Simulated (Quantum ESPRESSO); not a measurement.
# Collinear magnetic orders of CrO2 with Quantum ESPRESSO, part 3 of 3

Does CrO2 prefer parallel or opposed moments, or none?

Quantum ESPRESSO 7.5; LDA; plane waves with GBRV 1.5 LDA potentials, no spin-orbit coupling.

So far, absolute magnetization (μB): step 2 (start 1: ferro ++) 4.45; step 3 (start 2: antiferro +−) 3.61; step 6 (the lowest state again, with its states saved) 4.45.

**7. Projections on atomic orbitals**

Level of this step: LDA; plane waves with GBRV 1.5 LDA potentials, no spin-orbit coupling, projections on orthogonalised atomic orbitals (Quantum ESPRESSO).

projwfc.x projects the saved states on orthogonalised atomic orbitals of the pseudopotential files.

The log of the run:

```text
[banner, memory and clock lines left out]
Program PROJWFC v.7.5 starts

     [... lines left out ...]
     IMPORTANT: XC functional enforced from input :
     Exchange-correlation= PZ
                           (   1   1   0   0   0   0   0)
     Any further DFT definition will be discarded
     Please, verify this is what you really want

     G-vector sticks info

     Check: negative core charge=   -0.000008

     negative rho (up, down):  0.000E+00 3.400E-03

     Gaussian broadening (read from input): ngauss,degauss=   0    0.010000

     Calling projwave ....

  Problem Sizes
  natomwfc =           36
  nbnd     =           43
  nkstot   =           80
  npwx     =         1663
  nkb      =           88

     Atomic states used for projection
     (read from pseudopotential files):

     state #   1: atom   1 (Cr ), wfc  1 (l=0 m= 1)
     state #   2: atom   1 (Cr ), wfc  2 (l=1 m= 1)
     state #   3: atom   1 (Cr ), wfc  2 (l=1 m= 2)
     state #   4: atom   1 (Cr ), wfc  2 (l=1 m= 3)
     state #   5: atom   1 (Cr ), wfc  3 (l=0 m= 1)
     state #   6: atom   1 (Cr ), wfc  4 (l=2 m= 1)
     state #   7: atom   1 (Cr ), wfc  4 (l=2 m= 2)
     state #   8: atom   1 (Cr ), wfc  4 (l=2 m= 3)
     state #   9: atom   1 (Cr ), wfc  4 (l=2 m= 4)
     state #  10: atom   1 (Cr ), wfc  4 (l=2 m= 5)
     state #  11: atom   2 (Cr ), wfc  1 (l=0 m= 1)
     state #  12: atom   2 (Cr ), wfc  2 (l=1 m= 1)
     state #  13: atom   2 (Cr ), wfc  2 (l=1 m= 2)
     state #  14: atom   2 (Cr ), wfc  2 (l=1 m= 3)
     state #  15: atom   2 (Cr ), wfc  3 (l=0 m= 1)
     state #  16: atom   2 (Cr ), wfc  4 (l=2 m= 1)
     state #  17: atom   2 (Cr ), wfc  4 (l=2 m= 2)
     state #  18: atom   2 (Cr ), wfc  4 (l=2 m= 3)
     state #  19: atom   2 (Cr ), wfc  4 (l=2 m= 4)
     state #  20: atom   2 (Cr ), wfc  4 (l=2 m= 5)
     state #  21: atom   3 (O  ), wfc  1 (l=0 m= 1)
     state #  22: atom   3 (O  ), wfc  2 (l=1 m= 1)
     state #  23: atom   3 (O  ), wfc  2 (l=1 m= 2)
     state #  24: atom   3 (O  ), wfc  2 (l=1 m= 3)
     state #  25: atom   4 (O  ), wfc  1 (l=0 m= 1)
     state #  26: atom   4 (O  ), wfc  2 (l=1 m= 1)
     state #  27: atom   4 (O  ), wfc  2 (l=1 m= 2)
     state #  28: atom   4 (O  ), wfc  2 (l=1 m= 3)
     state #  29: atom   5 (O  ), wfc  1 (l=0 m= 1)
     state #  30: atom   5 (O  ), wfc  2 (l=1 m= 1)
     state #  31: atom   5 (O  ), wfc  2 (l=1 m= 2)
     state #  32: atom   5 (O  ), wfc  2 (l=1 m= 3)
     state #  33: atom   6 (O  ), wfc  1 (l=0 m= 1)
     state #  34: atom   6 (O  ), wfc  2 (l=1 m= 1)
     state #  35: atom   6 (O  ), wfc  2 (l=1 m= 2)
     state #  36: atom   6 (O  ), wfc  2 (l=1 m= 3)

 [... projections of the bands left out ...]

Lowdin Charges:

     Atom #   1: total charge =  12.5764, s =  2.4443, p =  5.9959, d =  4.1361,
                 spin up      =   7.3502, s =  1.2302,
                 spin up      =   7.3502, p =  2.9982, pz=  0.9993, px=  0.9995, py=  0.9995,
                 spin up      =   7.3502, d =  3.1217, dz2=  0.8033, dxz=  0.5710, dyz=  0.5710, dx2-y2=  0.6036, dxy=  0.5728,
                 spin down    =   5.2262, s =  1.2141,
                 spin down    =   5.2262, p =  2.9977, pz=  0.9990, px=  0.9993, py=  0.9993,
                 spin down    =   5.2262, d =  1.0144, dz2=  0.1535, dxz=  0.2214, dyz=  0.2214, dx2-y2=  0.1765, dxy=  0.2415,
                 polarization =   2.1239, s =  0.0161, p =  0.0005, d =  2.1073,
     Atom #   2: total charge =  12.5764, s =  2.4443, p =  5.9959, d =  4.1361,
                 spin up      =   7.3502, s =  1.2302,
                 spin up      =   7.3502, p =  2.9982, pz=  0.9993, px=  0.9995, py=  0.9995,
                 spin up      =   7.3502, d =  3.1217, dz2=  0.8033, dxz=  0.5710, dyz=  0.5710, dx2-y2=  0.6036, dxy=  0.5728,
                 spin down    =   5.2262, s =  1.2141,
                 spin down    =   5.2262, p =  2.9977, pz=  0.9990, px=  0.9993, py=  0.9993,
                 spin down    =   5.2262, d =  1.0144, dz2=  0.1535, dxz=  0.2214, dyz=  0.2214, dx2-y2=  0.1765, dxy=  0.2415,
                 polarization =   2.1239, s =  0.0161, p =  0.0005, d =  2.1073,
     Atom #   3: total charge =   6.6707, s =  1.8063, p =  4.8643, d =  0.0000,
                 spin up      =   3.3015, s =  0.9030,
                 spin up      =   3.3015, p =  2.3985, pz=  0.8062, px=  0.7961, py=  0.7961,
                 spin up      =   3.3015, d =  0.0000, dz2=  0.0000, dxz=  0.0000, dyz=  0.0000, dx2-y2=  0.0000, dxy=  0.0000,
                 spin down    =   3.3692, s =  0.9033,
                 spin down    =   3.3692, p =  2.4659, pz=  0.8168, px=  0.8246, py=  0.8246,
                 spin down    =   3.3692, d =  0.0000, dz2=  0.0000, dxz=  0.0000, dyz=  0.0000, dx2-y2=  0.0000, dxy=  0.0000,
                 polarization =  -0.0677, s = -0.0003, p = -0.0674, d =  0.0000,
     Atom #   4: total charge =   6.6707, s =  1.8063, p =  4.8643, d =  0.0000,
                 spin up      =   3.3015, s =  0.9030,
                 spin up      =   3.3015, p =  2.3985, pz=  0.8062, px=  0.7961, py=  0.7961,
                 spin up      =   3.3015, d =  0.0000, dz2=  0.0000, dxz=  0.0000, dyz=  0.0000, dx2-y2=  0.0000, dxy=  0.0000,
                 spin down    =   3.3692, s =  0.9033,
                 spin down    =   3.3692, p =  2.4659, pz=  0.8168, px=  0.8246, py=  0.8246,
                 spin down    =   3.3692, d =  0.0000, dz2=  0.0000, dxz=  0.0000, dyz=  0.0000, dx2-y2=  0.0000, dxy=  0.0000,
                 polarization =  -0.0677, s = -0.0003, p = -0.0674, d =  0.0000,
     Atom #   5: total charge =   6.6707, s =  1.8063, p =  4.8643, d =  0.0000,
                 spin up      =   3.3015, s =  0.9030,
                 spin up      =   3.3015, p =  2.3985, pz=  0.8062, px=  0.7961, py=  0.7961,
                 spin up      =   3.3015, d =  0.0000, dz2=  0.0000, dxz=  0.0000, dyz=  0.0000, dx2-y2=  0.0000, dxy=  0.0000,
                 spin down    =   3.3692, s =  0.9033,
                 spin down    =   3.3692, p =  2.4659, pz=  0.8168, px=  0.8246, py=  0.8246,
                 spin down    =   3.3692, d =  0.0000, dz2=  0.0000, dxz=  0.0000, dyz=  0.0000, dx2-y2=  0.0000, dxy=  0.0000,
                 polarization =  -0.0677, s = -0.0003, p = -0.0674, d =  0.0000,
     Atom #   6: total charge =   6.6707, s =  1.8063, p =  4.8643, d =  0.0000,
                 spin up      =   3.3015, s =  0.9030,
                 spin up      =   3.3015, p =  2.3985, pz=  0.8062, px=  0.7961, py=  0.7961,
                 spin up      =   3.3015, d =  0.0000, dz2=  0.0000, dxz=  0.0000, dyz=  0.0000, dx2-y2=  0.0000, dxy=  0.0000,
                 spin down    =   3.3692, s =  0.9033,
                 spin down    =   3.3692, p =  2.4659, pz=  0.8168, px=  0.8246, py=  0.8246,
                 spin down    =   3.3692, d =  0.0000, dz2=  0.0000, dxz=  0.0000, dyz=  0.0000, dx2-y2=  0.0000, dxy=  0.0000,
                 polarization =  -0.0677, s = -0.0003, p = -0.0674, d =  0.0000,
     Spilling Parameter:   0.0032
```

Wall time 1.8 s (4 MPI ranks of Arm Neoverse V1, shared host); peak memory 0.07 GiB; 7.3 s of CPU time.

| atom | moment in the sphere (μB) | Löwdin moment (μB) | Löwdin charge (e) |
| --- | --- | --- | --- |
| Cr1 | 1.694 | 2.124 | 12.576 |
| Cr2 | 1.694 | 2.124 | 12.576 |
| O3 | -0.047 | -0.068 | 6.671 |
| O4 | -0.047 | -0.068 | 6.671 |
| O5 | -0.047 | -0.068 | 6.671 |
| O6 | -0.047 | -0.068 | 6.671 |

**8. What came out**

| Quantity | Value |
| --- | --- |
| lowest state found | ferromagnetic (from ferro ++) |
| largest site moment | 1.69 μB |
| next state with moments | antiferromagnetic, 141 meV a seeded atom higher |
| state without moments | 395 meV a seeded atom higher |

In words: The largest moment reads 1.69 μB in the sphere and 2.12 μB by Löwdin projection; a site moment hangs on how space is shared out. Only these 3 starts were compared; other wavevectors, canted and longer-period orders were not. No Hubbard term acts here. In such compounds local and semilocal functionals without one often delocalise the d electrons, and can shrink or lose moments and miss the size, sign and order of the couplings.

[Logs and program files are shortened in this print: banners, set-up blocks, solver, clock and traceback lines can be left out without a mark of their own.]

[Logs are printed without paths, hosts, clocks, repeated set-up lines and the standing remarks that a program may print on its own settings, such as how far it seeks lower states.]

[Hosts, paths, dates, database ids (printed as entryN), source tags and the programs' standing remarks are cut or masked in the printed files.]

[Where a cell is said to come from a database of computed structures, the database is the Materials Project.]
